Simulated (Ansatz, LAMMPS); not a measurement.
# A frame of liquid (Cs,Li)(F,Cl) from 1000 K (100 atoms): geometry optimisation, part 3 of 3

Wanted: the relaxed structure of a frame of liquid (Cs,Li)(F,Cl) from 1000 K (100 atoms) and its electronic structure.

Ansatz 0.2.0; Kohn-Sham DFT, PBE, PAW (set soft_2), plane waves.

The cell: 28 Cs, 22 Li, 19 F and 31 Cl. The starting topology of bonds comes from the classical model. The ion parameters were fitted for water, not for melts. Only the Γ point is sampled, in a cell whose shortest periodic width is 15 Å. No spin–orbit coupling is included.

So far, density (g/cm³): step 5 (local order after relaxation) 2.77.

### Step 6. Single point at the relaxed geometry

One more single point at the end of the walk gives the fuller output and checks the residual forces.

The input, input.yaml:

```yaml
crystal:
  lattice:
    - [14.7253, 0.0, 0.0]
    - [0.0, 14.7253, 0.0]
    - [0.0, 0.0, 14.7253]
  atoms:
    - { symbol: Cs, position: [0.70769, 0.04525, 0.12864] }
    - { symbol: Cs, position: [0.82767, 0.80234, 0.40624] }
    - { symbol: Cs, position: [0.3354, 0.70006, 0.77174] }
    - { symbol: Cs, position: [0.07477, 0.52609, 0.15309] }
    - { symbol: Cs, position: [0.89916, 0.10118, 0.67306] }
    - { symbol: Cs, position: [0.14839, 0.46418, 0.82929] }
    - { symbol: Cs, position: [0.01383, 0.05008, 0.36399] }
    - { symbol: Cs, position: [0.61222, 0.89473, 0.88793] }
    - { symbol: Cs, position: [0.52525, 0.10771, 0.68091] }
    - { symbol: Cs, position: [0.71238, 0.37879, 0.23199] }
    - { symbol: Cs, position: [0.4433, 0.9738, 0.26214] }
    - { symbol: Cs, position: [0.6965, 0.32264, 0.91273] }
    - { symbol: Cs, position: [0.68966, 0.44703, 0.53615] }
    - { symbol: Cs, position: [0.41195, 0.56093, 0.41442] }
    - { symbol: Cs, position: [0.59174, 0.673, 0.17945] }
    - { symbol: Cs, position: [0.5653, 0.81594, 0.54062] }
    - { symbol: Cs, position: [0.59983, 0.58557, 0.84491] }
    - { symbol: Cs, position: [0.98046, 0.40224, 0.57933] }
    - { symbol: Cs, position: [0.89641, 0.57728, 0.94372] }
    - { symbol: Cs, position: [0.01349, 0.93429, 0.1077] }
    - { symbol: Cs, position: [0.23739, 0.85033, 0.46199] }
    - { symbol: Cs, position: [0.23513, 0.17843, 0.54436] }
    - { symbol: Cs, position: [0.24194, 0.97421, 0.77774] }
    - { symbol: Cs, position: [0.37473, 0.28939, 0.3219] }
    - { symbol: Cs, position: [0.31201, 0.24129, 0.98029] }
    - { symbol: Cs, position: [0.39644, 0.4024, 0.6744] }
    - { symbol: Cs, position: [0.34033, 0.53834, 0.06684] }
    - { symbol: Cs, position: [0.6512, 0.1117, 0.43072] }
    - { symbol: Li, position: [0.11675, 0.6909, 0.65729] }
    - { symbol: Li, position: [0.84485, 0.61377, 0.69971] }
    - { symbol: Li, position: [0.21601, 0.65197, 0.32884] }
    - { symbol: Li, position: [0.01326, 0.29647, 0.24736] }
    - { symbol: Li, position: [0.85837, 0.10305, 0.91361] }
    - { symbol: Li, position: [0.17433, 0.81695, 0.96562] }
    - { symbol: Li, position: [0.04711, 0.84974, 0.65189] }
    - { symbol: Li, position: [0.83931, 0.85231, 0.70517] }
    - { symbol: Li, position: [0.08118, 0.34872, 0.02416] }
    - { symbol: Li, position: [0.12726, 0.48458, 0.3927] }
    - { symbol: Li, position: [0.06051, 0.13687, 0.90294] }
    - { symbol: Li, position: [0.95384, 0.23798, 0.06432] }
    - { symbol: Li, position: [0.07075, 0.76264, 0.82864] }
    - { symbol: Li, position: [0.89633, 0.57456, 0.37621] }
    - { symbol: Li, position: [0.20013, 0.57713, 0.53469] }
    - { symbol: Li, position: [0.97222, 0.93217, 0.85803] }
    - { symbol: Li, position: [0.96748, 0.29618, 0.90159] }
    - { symbol: Li, position: [0.23064, 0.80728, 0.19973] }
    - { symbol: Li, position: [0.35044, 0.83385, 0.9957] }
    - { symbol: Li, position: [0.26032, 0.96733, 0.08649] }
    - { symbol: Li, position: [0.03389, 0.76181, 0.30475] }
    - { symbol: Li, position: [0.01808, 0.6586, 0.49054] }
    - { symbol: F, position: [0.13678, 0.79531, 0.72713] }
    - { symbol: F, position: [0.24879, 0.65794, 0.45041] }
    - { symbol: F, position: [0.08517, 0.55383, 0.48991] }
    - { symbol: F, position: [0.19428, 0.40044, 0.02218] }
    - { symbol: F, position: [0.97542, 0.86711, 0.29255] }
    - { symbol: F, position: [0.95223, 0.88562, 0.73628] }
    - { symbol: F, position: [0.20695, 0.60627, 0.6545] }
    - { symbol: F, position: [0.06093, 0.85602, 0.91118] }
    - { symbol: F, position: [0.23794, 0.84257, 0.07729] }
    - { symbol: F, position: [0.2767, 0.82986, 0.89844] }
    - { symbol: F, position: [0.99721, 0.40958, 0.94367] }
    - { symbol: F, position: [0.14761, 0.73876, 0.2651] }
    - { symbol: F, position: [0.19355, 0.53426, 0.3008] }
    - { symbol: F, position: [0.05148, 0.23318, 0.97861] }
    - { symbol: F, position: [0.05932, 0.7545, 0.56139] }
    - { symbol: F, position: [0.87223, 0.22336, 0.9595] }
    - { symbol: F, position: [0.96887, 0.0613, 0.8657] }
    - { symbol: F, position: [0.01172, 0.33318, 0.13062] }
    - { symbol: F, position: [0.97564, 0.67238, 0.368] }
    - { symbol: Cl, position: [0.4572, 0.8904, 0.72139] }
    - { symbol: Cl, position: [0.51417, 0.59875, 0.62005] }
    - { symbol: Cl, position: [0.75893, 0.93238, 0.59094] }
    - { symbol: Cl, position: [0.70589, 0.51381, 0.044] }
    - { symbol: Cl, position: [0.51493, 0.28785, 0.51716] }
    - { symbol: Cl, position: [0.44797, 0.41823, 0.89507] }
    - { symbol: Cl, position: [0.04481, 0.25944, 0.76084] }
    - { symbol: Cl, position: [0.24694, 0.41303, 0.50068] }
    - { symbol: Cl, position: [0.70984, 0.10933, 0.83356] }
    [... 16 atom lines left out ...]
    - { symbol: Cl, position: [0.65195, 0.89529, 0.29952] }
    - { symbol: Cl, position: [0.75943, 0.73426, 0.76849] }
    - { symbol: Cl, position: [0.46953, 0.72275, 0.98119] }
    - { symbol: Cl, position: [0.415, 0.98042, 0.03494] }
    - { symbol: Cl, position: [0.863, 0.60715, 0.54181] }
    - { symbol: Cl, position: [0.32954, 0.19525, 0.75315] }
kpoints:
  mp_grid: { grid: [1, 1, 1] }
hamiltonian:
  xc: pbe
scf:
  occupations: { method: gaussian, width: 0.025 }
output:
  forces: true
  stress: true
  populations: true
  dos:
    method: { smearing: { sigma: 0.15 } }
    de: 0.1
    projected: { site_lists: { Cl: [Cl], Cs: [Cs], F: [F], Li: [Li] } }
  eigenvalues: true
  write_density: true
  write_potential: true
  volumetric_format: npy
  elf: true
```

The run is started by

```bash
ansatz run input.yaml --threads 4 --pin off --max-ram 8192MiB --backend cpu --events-out ev --progress --plain --runs-dir out
```

Numbers of over 12 decimals in the logs are rounded to 6 here.

The log of the run:

```text
[...]
Crystal: 100 atoms, lattice volume = 3192.952 Å³
Basis set: ecut = 420 eV, 62525 PW (Γ), exchange–correlation on 200×200×200 points (8 copies of the dense FFT grid, shifted against one another)
Bands: 434, of which v1, the nominal top of the filled ones, is band 334 counted from 1 (333 counted from 0)
Symmetry: 1 space group operations
[...]
k-points: 1
[...]
SCF iter   1: F=—  HF=-212278.882216 eV  |F-HF|=—  |Δ(HF+E_count)|=         —  Δρ=7.40e-4  dr2=5.48e-2  ethr=1.77e-3  ⟨swp⟩=7.0  Hψ=2048  notcnv=0  defer=84
[...]
SCF iter   9: F=-212278.873485 eV  HF=-212278.873485 eV  |F-HF|=3.89e-8  |Δ(HF+E_count)|=   2.52e-8  Δρ=1.26e-6  dr2=3.85e-8  ethr=1.50e-11  ⟨swp⟩=21.0  Hψ=3721  notcnv=0
SCF 1 converged in 9 iterations: F = -212278.873485 eV  dr2 = 3.85e-8
[...]
WARN: The input density's exchange-correlation potential varies sharply where the density is thin. Do not read a vacuum level from v_tot or v_xc, or from such a field of the output density. On a cell that repeats whose density bears no net charge and no dipole along the vacuum's axis use v_es (v_loc + v_h of the components); [...]
SCF converged after 9 iterations
Free energy (F): -212278.873485 eV
[...]
Internal energy: -212278.873485 eV  (E = F + TS)
E sigma→0 (E₀):  -212278.873485 eV
Fermi energy:    2.914485 eV
[...]
--- Forces (eV/Å), atoms counted from 1 ---
  atom   1  Cs    -0.00461296    -0.00336804     0.01376965
  atom   2  Cs     0.00527640     0.00976479     0.01632100
  atom   3  Cs    -0.00758191    -0.00092477    -0.02397051
  atom   4  Cs     0.00747695    -0.00420763     0.01603883
  atom   5  Cs     0.01348181    -0.02171509    -0.00831838
  atom   6  Cs     0.00705122    -0.00231141    -0.02339257
  atom   7  Cs     0.00777558    -0.00845503     0.01857847
  atom   8  Cs    -0.00379277     0.00239977    -0.01775294
  atom   9  Cs    -0.00981464    -0.00886167    -0.02173212
  atom  10  Cs    -0.00444529    -0.00905473     0.01736194
  atom  11  Cs    -0.00913323     0.00048610     0.01789992
  atom  12  Cs     0.00181560    -0.00703719    -0.00836686
  atom  13  Cs    -0.00982108     0.00032839    -0.00381917
  atom  14  Cs    -0.00681613     0.00603038     0.01453925
[...]
atom  99  Cl     0.00143600    -0.01081352     0.00070910
  atom 100  Cl    -0.00112887     0.00692864     0.01948997
  max |Σ_I F_I| component: 3.26e-5 eV/Å
--- Stress (GPa, compression-positive) ---
       -0.100753       0.056819       0.038616
        0.056819      -0.117835       0.080480
        0.038615       0.080481       0.134447
  P = ⅓ Tr σ = -0.0280 GPa (-0.280 kbar)
--- Band table (eV) ---
[...]
--- Löwdin populations: 100 sites ---
  site symbol       q [e]
     0     Cs      8.1579
     1     Cs      8.1216
     2     Cs      8.1292
[...]
99     Cl      7.7403
  spilling = 0.005269 (of n_electrons = 668.000000)
```

Elapsed: 51 s, on 4 threads of Arm Neoverse V2, shared host; peak memory 4 GiB; 3.3 min of CPU time.

The program notes that the exchange-correlation potential is rough where the density is thin.

Read from the output:

* free energy: -212278.8735 eV
* free energy per atom: -2122.7887 eV/atom
* SCF cycles: 9
* pressure: -0.02805 GPa
* r.m.s. force component: 0.01094 eV/Å
* longest force: 0.03002 eV/Å
* Fermi energy: 2.914 eV
* gap (highest filled to lowest empty level): 4.282 eV
* spilling of the projection: 0.005269

Löwdin charges by element (they lack the spilled electrons, 0.035 e an atom on average):

| element | coordination | atoms | mean charge (e) | spread | least | most |
| --- | --- | --- | --- | --- | --- | --- |
| Cl | all | 31 | -0.712 | 0.027 | -0.749 | -0.658 |
| Cs | all | 28 | 0.848 | 0.0248 | 0.815 | 0.921 |
| F | all | 19 | -0.774 | 0.0081 | -0.793 | -0.762 |
| Li | all | 22 | 0.752 | 0.0269 | 0.679 | 0.806 |

Density of states as counts of states in windows of 1 eV (from the Fermi level), total and the larger projections:

| from (eV) | to (eV) | total | Cl p | Cs p | F p | Cs s | Cl s |
| --- | --- | --- | --- | --- | --- | --- | --- |
| -18 | -16 | 0.0 | 0.0 | 0.0 | 0.0 | 0.0 | 0.0 |
| -16 | -15 | 0.9 | 0.0 | 0.0 | 0.0 | 0.0 | 0.8 |
| -15 | -14 | 59.6 | 0.0 | 0.4 | 0.0 | 1.7 | 56.4 |
| -14 | -13 | 1.4 | 0.0 | 0.0 | 0.0 | 0.0 | 1.4 |
| -13 | -10 | 0.0 | 0.0 | 0.0 | 0.0 | 0.0 | 0.0 |
| -10 | -9 | 1.6 | 0.0 | 1.6 | 0.0 | 0.0 | 0.0 |
| -9 | -8 | 163.3 | 2.3 | 158.5 | 1.1 | 0.6 | 0.5 |
| -8 | -7 | 3.1 | 0.0 | 3.0 | 0.1 | 0.0 | 0.0 |
| -7 | -6 | 0.0 | 0.0 | 0.0 | 0.0 | 0.0 | 0.0 |
| -6 | -5 | 11.6 | 0.4 | 0.1 | 10.6 | 0.0 | 0.0 |
| -5 | -4 | 60.5 | 3.2 | 0.4 | 54.6 | 0.2 | 0.0 |
| -4 | -3 | 95.3 | 48.7 | 1.1 | 41.9 | 1.3 | 0.1 |
| -3 | -2 | 132.5 | 124.7 | 2.0 | 2.7 | 1.4 | 0.0 |
| -2 | -1 | 0.2 | 0.2 | 0.0 | 0.0 | 0.0 | 0.0 |
| -1 | 1 | 0.0 | 0.0 | 0.0 | 0.0 | 0.0 | 0.0 |
| 1 | 2 | 0.3 | 0.0 | 0.0 | 0.0 | 0.3 | 0.0 |
| 2 | 3 | 6.0 | 0.2 | 0.1 | 0.0 | 4.2 | 0.3 |
| 3 | 4 | 44.9 | 1.1 | 0.3 | 0.2 | 15.9 | 0.8 |
| 4 | 5 | 82.2 | 1.2 | 0.3 | 0.4 | 11.5 | 0.7 |

Between -26 and -18 eV lie 94 more states.

About 44 of the 668 electrons lie in deeper levels, below the stored range.

The levels nearest the highest filled one (over half full), pooled over k-points and spins:

| level less the highest filled one (eV) | occupation |
| --- | --- |
| -0.174 | 2 |
| -0.146 | 2 |
| -0.132 | 2 |
| -0.0659 | 2 |
| -0.0166 | 2 |
| 0 | 2 |
| 4.28 | 0 |
| 5.01 | 0 |
| 5.13 | 0 |
| 5.21 | 0 |
| 5.29 | 0 |
| 5.36 | 0 |

Valence density in the bc plane at fractional x = 0.237, with atoms of Cs and Li and F and Cl within 0.2 Å of it. It is the smooth field of the valence electrons, not physical close to the nuclei.

Ten steps, logarithmic in the rise over the least value, from '0' (0.00 × 1e0 e/Å³) to '9' (7.43 × 1e0 e/Å³), each cell a mean:
```
344432123444311233210000011111000122110012
223221112232210000000000001111012355421001
111100000010000001111100000000012466531111
432000000000000001232210000000001233322444
553100011100000001222210000111110001124555
554201112110000000111100000112211000135544
542100111110000000000001222211110000013555
210000011100000000000013576421000000001222
000001222210000000000013687520000000000000
000124555532000112211001343210000000000000
000145534553112355542112421100000122221000
000135555542123565664212433332112455554210
000013444321013566654210147996323554455310
000000111100001244432100147996323555555310
000000000111000011110011113443111244442100
100000001111100000001343214761000011111111
421000001111100000012566424651111000013455
642100000000000000002344310001111110124666
642100000000000000000111000000113785124666
321000000000000000000000000000003785112344
100000000000000000000000000000001244421122
200000000000000111101111100000002489963476
222210001111111345321111110000002489963255
344432112333212466421111111110001234321012
```
Columns run along b (14.7 Å), rows up along c (14.7 Å). Atoms in or near the plane, at fractional coordinates: Cs at (0.85, 0.46), Cs at (0.18, 0.54), Cs at (0.97, 0.78), Li at (0.81, 0.20), F at (0.66, 0.45), F at (0.84, 0.08), Cl at (0.41, 0.50).

ELF in the bc plane at fractional x = 0.237, with atoms of Cs and Li and F and Cl within 0.2 Å of it. It is the smooth field of the valence electrons, not physical close to the nuclei.

Ten even steps from '0' (0.01 × 1e-1) to '9' (8.90 × 1e-1), each cell a mean:
```
899984127999610366520000024554100011100026
577762015788510000000000034542002577741002
111110000222100002345310001110004788840022
863000001000000036788751000000001455313799
798300345431000036888741000245310000049854
699401567653100012455310000245420000179821
997201456542100000000002343111100000048999
641000011110000000000036888630000000003566
000013555420000000000036888851000000000000
000279999985002466642002455420000001100000
000599512897116899997301200000001578863100
000499745995038986799601213564105999999610
000168999851038998898510168888416961169950
000002222100014789875100268888415985589840
000000001111000133210010014454102689986200
431000123432100000013565302640000012211245
985200123432100000036888712640000000147899
997400012211000000025777620000000000279988
997410000000000000001222100000001683169988
875200000000000000000000000000001773025789
210000000000000000000011000000001245531112
101110000110001233100244310000014787883167
146652003564102677520144200000003787883032
789973026898402688740011001232000245531013
```
Columns run along b (14.7 Å), rows up along c (14.7 Å). Atoms in or near the plane, at fractional coordinates: Cs at (0.85, 0.46), Cs at (0.18, 0.54), Cs at (0.97, 0.78), Li at (0.81, 0.20), F at (0.66, 0.45), F at (0.84, 0.08), Cl at (0.41, 0.50).

Mean Löwdin charges: Cl -0.71, Cs +0.85, F -0.77, Li +0.75 e (they miss 0.53 % of the electrons, so they add up to more than the cell's charge). The largest share in the top eV of filled states is Cl p (94 % of the projected weight), and in the lowest eV of empty states Cs s (82 % of the projected weight).

The surroundings of Li30, whose charge lies farthest from its element's mean, nearest first, numbered as they follow in the input and with coordinates relative to it.

| atom | x | y | z | distance (Å) | bonds | Löwdin charge (e) |
| --- | --- | --- | --- | --- | --- | --- |
| Li30 | 0.00 | 0.00 | 0.00 | 0.00 | 4 | 0.68 |
| Cl99 | 0.27 | -0.10 | -2.33 | 2.34 | 6 | -0.67 |
| Cl80 | 2.23 | 0.26 | 0.76 | 2.37 | 6 | -0.66 |
| Cl85 | -0.86 | -2.10 | 0.77 | 2.40 | 6 | -0.71 |
| Cl96 | -1.26 | 1.77 | 1.01 | 2.40 | 5 | -0.69 |
| Li36 | -0.08 | 3.51 | 0.08 | 3.51 | 3 | 0.75 |
| Cs19 | 0.76 | -0.54 | 3.59 | 3.71 | 6 | 0.86 |
| Li50 | 2.55 | 0.66 | -3.08 | 4.05 | 4 | 0.77 |
| Cs18 | 2.00 | -3.11 | -1.77 | 4.10 | 8 | 0.84 |
| Cs13 | -2.29 | -2.46 | -2.41 | 4.13 | 6 | 0.82 |
| Li29 | 4.00 | 1.14 | -0.62 | 4.21 | 4 | 0.77 |
| Cs17 | -3.61 | -0.42 | 2.14 | 4.21 | 6 | 0.82 |
| F65 | 3.16 | 2.07 | -2.04 | 4.29 | 4 | -0.76 |
| F56 | 1.58 | 4.00 | 0.54 | 4.34 | 4 | -0.76 |
| Li41 | 3.33 | 2.19 | 1.90 | 4.41 | 4 | 0.76 |

The column of bonds counts only the pairs Cl-Cs within 4.33 Å, Cl-Li within 3.06 Å, Cs-F within 3.52 Å, Li-F within 2.46 Å; other neighbours, such as metal atoms beside each other in a compound, aren't counted, and periodic images can show an atom twice.

### Step 7. A changed input

The input is spoilt on purpose; the run shows how that looks.

This step: Kohn-Sham DFT, PBE+U, PAW (set soft_2), plane waves (Ansatz 0.2.0).

The input, input.yaml:

```yaml
crystal:
  lattice:
    - [14.7253, 0.0, 0.0]
    - [0.0, 14.7253, 0.0]
    - [0.0, 0.0, 14.7253]
  atoms:
    [... the 100 atom lines of step 3 ...]
kpoints:
  mp_grid: { grid: [1, 1, 1] }
hamiltonian:
  xc: pbe
  hubbard: { sites: [{ species: F, l: p, u_eff: 40.0 }] }
scf:
  occupations: { method: gaussian, width: 0.025 }
  max_iter: 60
output:
  forces: true
```

The log of the run:

```text
Cs: projections on atomic orbitals take those of the free atom [Kr 4d10] 5s2 5p6 6s1, of charge +0.00 (hamiltonian.pseudopotentials.projection_atoms); the dataset's partial waves leave at most 8.5e-6 of an orbital's norm unspanned inside its sphere
Li: projections on atomic orbitals take those of the free atom 1s2 2s1, of charge +0.00 (hamiltonian.pseudopotentials.projection_atoms); the dataset's partial waves leave at most 8.9e-11 of an orbital's norm unspanned inside its sphere
F: projections on atomic orbitals take those of the free atom [He] 2s2 2p5, of charge +0.00 (hamiltonian.pseudopotentials.projection_atoms); the dataset's partial waves leave at most 1.6e-8 of an orbital's norm unspanned inside its sphere
Cl: projections on atomic orbitals take those of the free atom [Ne] 3s2 3p5, of charge +0.00 (hamiltonian.pseudopotentials.projection_atoms); the dataset's partial waves leave at most 2.1e-7 of an orbital's norm unspanned inside its sphere
[...]
Crystal: 100 atoms, lattice volume = 3192.952 Å³
Basis set: ecut = 420 eV, 62525 PW (Γ), exchange–correlation on 200×200×200 points (8 copies of the dense FFT grid, shifted against one another)
Bands: 434, of which v1, the nominal top of the filled ones, is band 334 counted from 1 (333 counted from 0)
Symmetry: 1 space group operations
[...]
k-points: 1
[...]
SCF iter   1: F=—  HF=-212208.587251 eV  |F-HF|=—  |Δ(HF+E_count)|=         —  Δρ=4.57e-2  dr2=9.80e1  ethr=3.10e-3  ⟨swp⟩=8.0  Hψ=2178  notcnv=0  defer=27
[...]
SCF iter  11: F=-212228.837384 eV  HF=-212228.837384 eV  |F-HF|=1.89e-9  |Δ(HF+E_count)|=   4.77e-9  Δρ=4.42e-7  dr2=9.17e-9  ethr=1.50e-11  ⟨swp⟩=4.0  Hψ=1349  notcnv=0
SCF 1 converged in 11 iterations: F = -212228.837384 eV  dr2 = 9.17e-9
[...]
SCF converged after 11 iterations
Free energy (F): -212228.837384 eV
[...]
Internal energy: -212228.837384 eV  (E = F + TS)
E sigma→0 (E₀):  -212228.837384 eV
Fermi energy:    2.974283 eV
[...]
--- Forces (eV/Å), atoms counted from 1 ---
  atom   1  Cs    -0.13486746     0.18962214     0.32377457
  atom   2  Cs     0.07822589     0.10703601    -0.12468948
  atom   3  Cs     0.51551284    -0.10780333     0.30828375
  atom   4  Cs     0.56380396     0.95570759    -0.61030890
  atom   5  Cs     0.40780736     0.76543959     0.55729306
  atom   6  Cs    -0.58817313     0.06838720    -0.55874966
  atom   7  Cs     0.43930407    -0.49589239    -0.02428173
  atom   8  Cs    -0.69931024     0.30923366    -0.07861147
  atom   9  Cs     1.03025441     0.21800179     0.03759836
  atom  10  Cs     1.21473995    -0.07174966    -0.42590129
  atom  11  Cs     0.05133716    -0.46716032    -0.69659405
  atom  12  Cs     0.25492613    -0.03010254     0.32832279
  atom  13  Cs     0.70730622     0.33638946     0.04081319
  atom  14  Cs     0.11031162     0.62471882    -0.04166271
[...]
atom  99  Cl     0.02106769     0.05435257     0.31652048
  atom 100  Cl     0.11422385     0.00548419     0.09383808
  max |Σ_I F_I| component: 7.56e-5 eV/Å
Occupation matrices written to <dir>
```

Elapsed: 37 s, on 4 threads; peak memory 4.1 GiB; 2.4 min of CPU time.

The run converged on the changed input; its numbers don't describe the system as set up.

The fault in the input: an enormous U (hamiltonian.hubbard.sites = [{"species": "F", "l": "p", "u_eff": 40.0}]). The fix is to take out hamiltonian.hubbard.sites.

How far it lies from the reference, the single point at the start:

```
r.m.s. difference of force components : 112.8 meV/Å
longest difference of force vectors   : 567.3 meV/Å
force difference over r.m.s. force    : 26.37 %
```

### Step 8. Outcome

```
energy change in the relaxation                  : -167.7 meV/atom
r.m.s. displacement                              : 1.032 Å
largest displacement                             : 2.436 Å
free energy per atom                             : -2122.7887 eV/atom
pressure                                         : -0.02805 GPa
r.m.s. force component                           : 0.01094 eV/Å
gap (highest filled to lowest empty level) : 4.282 eV
wall time of the 4 DFT runs                      : 14 min
```

What this shows: Relaxation lowers the energy by 168 meV/atom and moves atoms by 1.0 Å r.m.s.; the r.m.s. force component goes from 0.43 to 0.011 eV/Å, the pressure goes from 0.51 to -0.028 GPa, and the gap from 3.84 to 4.28 eV. First to last step the energy falls by 16.774 eV; the largest move, 2.44 Å, is that of Cl74. The Li-F bonds change most in mean length: from 2.121 Å (spread 0.136) to 1.873 Å (spread 0.054), and their number from 51 to 50. The highest filled and lowest empty levels differ by 4.28 eV (at Γ alone); a semilocal functional tends to put such gaps too low. In a disordered cell it changes from sample to sample and from frame to frame.

What to keep in mind: The starting topology of bonds comes from the classical model; in DFT atoms moved by 1.0 Å r.m.s.

[Logs are printed without paths, hosts, clocks, repeated set-up lines and the standing remarks that a program may print on its own settings, such as how far it seeks lower states.]

[Hosts, paths, dates, database ids (printed as entryN), source tags and the programs' standing remarks are cut or masked in the printed files.]
